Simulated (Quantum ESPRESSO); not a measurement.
**The states of the two spins in CrSiTe3**

Aim: the densities of states of CrSiTe3 in the lowest state of several starts.

Calculated with Quantum ESPRESSO 7.5; LDA; plane waves with GBRV 1.5 LDA potentials, no spin-orbit coupling.

### 1. Set-up

The structure is trigonal, space group R-3 (No. 148). The conventional cell has a = 6.831 Å, b = 6.831 Å, c = 21.773 Å, α = 90.00°, β = 90.00°, γ = 120.00°. Nearest to Cr lie 6 Te at 2.79 to 2.80 Å. Nearest to Si lie 1 Si at 2.27 Å and 3 Te at 2.53 Å. Te has 1 Si at 2.53 Å and 2 Cr at 2.79 to 2.80 Å nearest. Farther neighbours and most contacts between anions are not listed.

Structure file:

```cif
data_structure
_symmetry_space_group_name_H-M 'R-3:H'
_symmetry_Int_Tables_number 148
_cell_length_a 6.8305
_cell_length_b 6.8305
_cell_length_c 21.7730
_cell_angle_alpha 90.000
_cell_angle_beta 90.000
_cell_angle_gamma 120.000
_cell_volume 879.75
loop_
_atom_site_label
_atom_site_type_symbol
_atom_site_symmetry_multiplicity
_atom_site_Wyckoff_symbol
_atom_site_fract_x
_atom_site_fract_y
_atom_site_fract_z
_atom_site_occupancy
Cr1 Cr 6 c 0.33333 0.66667 0.00048 1
Si1 Si 6 c 0.66667 0.33333 0.28113 1
Te1 Te 18 f 0.30645 0.97499 0.25381 1
```

The cell comes from Materials Project 2023-11-01, a database of computed structures, and need not be the stable phase.

### 2. Ground-state run

This state came out lowest in a comparison of starts that is told elsewhere.

Contents of pw.in:

```
&CONTROL
  calculation = 'scf'
  prefix = 'pwscf'
  outdir = './tmp'
  pseudo_dir = './pseudo'
  disk_io = 'low'
/
&SYSTEM
  ibrav = 0
  celldm(1) = 8
  nat = 10
  ntyp = 3
  ecutwfc = 40
  ecutrho = 280
  nbnd = 56
  occupations = 'smearing'
  smearing = 'fd'
  degauss = 0.00367493
  nspin = 2
  starting_magnetization(1) = 0.2143
  starting_magnetization(2) = 0
  starting_magnetization(3) = 0
/
&ELECTRONS
  conv_thr = 2d-08
  electron_maxstep = 150
  mixing_beta = 0.3
/
ATOMIC_SPECIES
Cr     51.9961 cr_lda_v1.5.uspp.F.UPF
Si     28.0850 si_lda_v1.uspp.F.UPF
Te    127.6000 te_lda_v1.uspp.F.UPF
CELL_PARAMETERS alat
   0.8067385939986    0.4657707444155    1.7143779670744
  -0.8067385939986    0.4657707444155    1.7143779670744
   0.0000000000000   -0.9315414888310    1.7143779670744
ATOMIC_POSITIONS crystal
Cr      0.6661873000    0.6661873000    0.6661873000
Cr      0.3338127000    0.3338127000    0.3338127000
Si      0.0522024200    0.0522024200    0.0522024200
Si      0.9477975800    0.9477975800    0.9477975800
Te      0.7211835100    0.0776504400    0.4397477900
Te      0.4397477900    0.7211835100    0.0776504400
Te      0.0776504400    0.4397477900    0.7211835100
Te      0.9223495600    0.5602522100    0.2788164900
Te      0.5602522100    0.2788164900    0.9223495600
Te      0.2788164900    0.9223495600    0.5602522100
K_POINTS automatic
4 4 4 0 0 0
```

On the command line:

```console
OMP_NUM_THREADS=1 mpirun -n 4 pw.x -nk 4 -in pw.in > pw.out
```

The log of the run:

```text
Program PWSCF v.7.5 starts

     Message from routine setup:
     using ibrav=0 with symmetry is DISCOURAGED, use correct ibrav instead

     K-points division:     npool     =       4
     Subspace diagonalization in iterative solution of the eigenvalue problem:

     bravais-lattice index     =            0
     lattice parameter (alat)  =       8.0000  a.u.
     unit-cell volume          =    1978.9409 (a.u.)^3
     number of atoms/cell      =           10
     number of atomic types    =            3
     number of electrons       =        72.00
     number of Kohn-Sham states=           56
     kinetic-energy cutoff     =      40.0000  Ry
     charge density cutoff     =     280.0000  Ry
     scf convergence threshold =      2.0E-08
     mixing beta               =       0.3000
     number of iterations used =            8  plain     mixing
     Exchange-correlation= SLA  PZ   NOGX NOGC
                           (   1   1   0   0   0   0   0)

     celldm(1)=   8.000000  celldm(2)=   0.000000  celldm(3)=   0.000000
     celldm(4)=   0.000000  celldm(5)=   0.000000  celldm(6)=   0.000000

     crystal axes: (cart. coord. in units of alat)
               a(1) = (   0.806739   0.465771   1.714378 )
               a(2) = (  -0.806739   0.465771   1.714378 )
               a(3) = (   0.000000  -0.931541   1.714378 )

     reciprocal axes: (cart. coord. in units 2 pi/alat)
               b(1) = (  0.619779  0.357830  0.194434 )
               b(2) = ( -0.619779  0.357830  0.194434 )
               b(3) = (  0.000000 -0.715660  0.194434 )

     PseudoPot. # 1 for Cr read from file:
     cr_lda_v1.5.uspp.F.UPF
     Pseudo is Ultrasoft + core correction, Zval = 14.0

     PseudoPot. # 2 for Si read from file:
     si_lda_v1.uspp.F.UPF
     Pseudo is Ultrasoft + core correction, Zval =  4.0

     PseudoPot. # 3 for Te read from file:
     te_lda_v1.uspp.F.UPF
     Pseudo is Ultrasoft + core correction, Zval =  6.0

     atomic species   valence    mass     pseudopotential
     Cr               14.00    51.99610     Cr( 1.00)
     Si                4.00    28.08500     Si( 1.00)
     Te                6.00   127.60000     Te( 1.00)

     Starting magnetic structure
     atomic species   magnetization
     Cr              0.214
     Si              0.000
     Te              0.000

      6 Sym. Ops., with inversion, found

   Cartesian axes

     site n.     atom                  positions (alat units)
         1        Cr     tau(   1) = (   0.0000000  -0.0000000   3.4262905  )
         2        Cr     tau(   2) = (  -0.0000000  -0.0000000   1.7168434  )
         3        Si     tau(   3) = (   0.0000000   0.0000000   0.2684840  )
         4        Si     tau(   4) = (   0.0000000  -0.0000000   4.8746499  )
         5        Te     tau(   5) = (   0.5191630  -0.0375698   2.1233972  )
         6        Te     tau(   6) = (  -0.2270451   0.4683932   2.1233972  )
         7        Te     tau(   7) = (  -0.2921179  -0.4308234   2.1233972  )
         8        Te     tau(   8) = (   0.2921179   0.4308234   3.0197367  )
         9        Te     tau(   9) = (   0.2270451  -0.4683932   3.0197367  )
        10        Te     tau(  10) = (  -0.5191630   0.0375698   3.0197367  )

     number of k points=    14  Fermi-Dirac smearing, width (Ry)=  0.0037
                       cart. coord. in units 2pi/alat
        k(    1) = (   0.0000000   0.0000000   0.0000000), wk =   0.0156250
        k(    2) = (   0.0000000  -0.1789149   0.0486085), wk =   0.0937500
        k(    3) = (   0.0000000   0.3578298  -0.0972170), wk =   0.0468750
        k(    4) = (  -0.1549449  -0.0894575   0.0972170), wk =   0.0937500
        k(    5) = (  -0.1549449   0.4472873  -0.0486085), wk =   0.0937500
        [... 9 further k-points ...]

     Dense  grid:   156649 G-vectors     FFT dimensions: (  90,  90,  90)

     Smooth grid:    67585 G-vectors     FFT dimensions: (  64,  64,  64)

     Generating pointlists ...
     new r_m :   0.2722 (alat units)  2.1774 (a.u.) for type    1
     new r_m :   0.2215 (alat units)  1.7720 (a.u.) for type    2
     new r_m :   0.2461 (alat units)  1.9684 (a.u.) for type    3

     Initial potential from superposition of free atoms

     starting charge      69.9977, renormalised to      72.0000

     negative rho (up, down):  7.648E-04 4.928E-04
     Starting wfcs are   52 randomized atomic wfcs +    4 random wfcs

     Self-consistent Calculation

     iteration #  1     ecut=    40.00 Ry     beta= 0.30
     Davidson diagonalization with overlap
     ethr =  1.00E-02,  avg # of iterations =  5.0

     negative rho (up, down):  1.881E-04 7.565E-04

     total energy              =    -528.70450118 Ry
     estimated scf accuracy    <       2.39494479 Ry

     total magnetization       =     5.85 Bohr mag/cell
     absolute magnetization    =     6.71 Bohr mag/cell

     iteration #  2     ecut=    40.00 Ry     beta= 0.30
     Davidson diagonalization with overlap
     ethr =  3.33E-03,  avg # of iterations =  2.3

     negative rho (up, down):  2.797E-04 8.622E-04

     total energy              =    -528.46999783 Ry
     estimated scf accuracy    <      11.53059090 Ry

     total magnetization       =     2.66 Bohr mag/cell
     absolute magnetization    =     2.96 Bohr mag/cell

     [... further iterations left out ...]

     iteration # 12     ecut=    40.00 Ry     beta= 0.30
     Davidson diagonalization with overlap
     ethr =  5.54E-10,  avg # of iterations =  4.0

     negative rho (up, down):  0.000E+00 6.936E-03

     total energy              =    -529.49736143 Ry
     estimated scf accuracy    <       0.00000047 Ry

     total magnetization       =     6.00 Bohr mag/cell
     absolute magnetization    =     7.52 Bohr mag/cell

     iteration # 13     ecut=    40.00 Ry     beta= 0.30
     Davidson diagonalization with overlap
     ethr =  5.54E-10,  avg # of iterations =  1.5

     negative rho (up, down):  0.000E+00 6.936E-03

     Magnetic moment per site  (integrated on atomic sphere of radius R)
     atom   1 (R=0.272)  charge= 12.5567  magn=  3.0478
     atom   2 (R=0.272)  charge= 12.5567  magn=  3.0478
     atom   3 (R=0.221)  charge=  1.6310  magn=  0.0210
     atom   4 (R=0.221)  charge=  1.6310  magn=  0.0210
     atom   5 (R=0.246)  charge=  2.6908  magn= -0.0623
     atom   6 (R=0.246)  charge=  2.6908  magn= -0.0623
     atom   7 (R=0.246)  charge=  2.6908  magn= -0.0623
     atom   8 (R=0.246)  charge=  2.6908  magn= -0.0623
     atom   9 (R=0.246)  charge=  2.6908  magn= -0.0623
     atom  10 (R=0.246)  charge=  2.6908  magn= -0.0623

     End of self-consistent calculation

     [... lines left out ...]
     the Fermi energy is     5.7682 ev

!    total energy              =    -529.49736149 Ry
     estimated scf accuracy    <          5.3E-09 Ry
     smearing contrib. (-TS)   =      -0.00003918 Ry
     internal energy E=F+TS    =    -529.49732232 Ry

     The total energy is F=E-TS. E is the sum of the following terms:
     one-electron contribution =    -349.08896341 Ry
     hartree contribution      =     197.25774020 Ry
     xc contribution           =    -139.46669774 Ry
     ewald contribution        =    -238.19940137 Ry

     total magnetization       =     6.00 Bohr mag/cell
     absolute magnetization    =     7.52 Bohr mag/cell

     convergence has been achieved in  13 iterations

=------------------------------------------------------------------------------=
   JOB DONE.
=------------------------------------------------------------------------------=
```

Run time: 2 min. Hardware: 4 MPI ranks of Arm Neoverse V1, shared host; peak memory 1.4 GiB.

Spin moment in the atom's sphere by atom:

| atom | spin moment in the atom's sphere (μB) |
| --- | --- |
| Cr1 | 3.05 |
| Cr2 | 3.05 |
| Si3 | 0.02 |
| Si4 | 0.02 |
| Te5 | -0.06 |
| Te6 | -0.06 |
| Te7 | -0.06 |
| Te8 | -0.06 |
| Te9 | -0.06 |
| Te10 | -0.06 |

Read from the output:

```yaml
smearing_term_ts: 5.33e-4 eV
magnetization: 6 μB
absolute_magnetization: 7.517 μB
final_state: ferromagnetic
```

(Continued in part 2 of 2.)

[Logs and program files are shortened in this print: banners, set-up blocks, solver, clock and traceback lines can be left out without a mark of their own.]

[Logs are printed without paths, hosts, clocks, repeated set-up lines and the standing remarks that a program may print on its own settings, such as how far it seeks lower states.]

[Hosts, paths, dates, database ids (printed as entryN), source tags and the programs' standing remarks are cut or masked in the printed files.]

[Where a cell is said to come from a database of computed structures, the database is the Materials Project.]
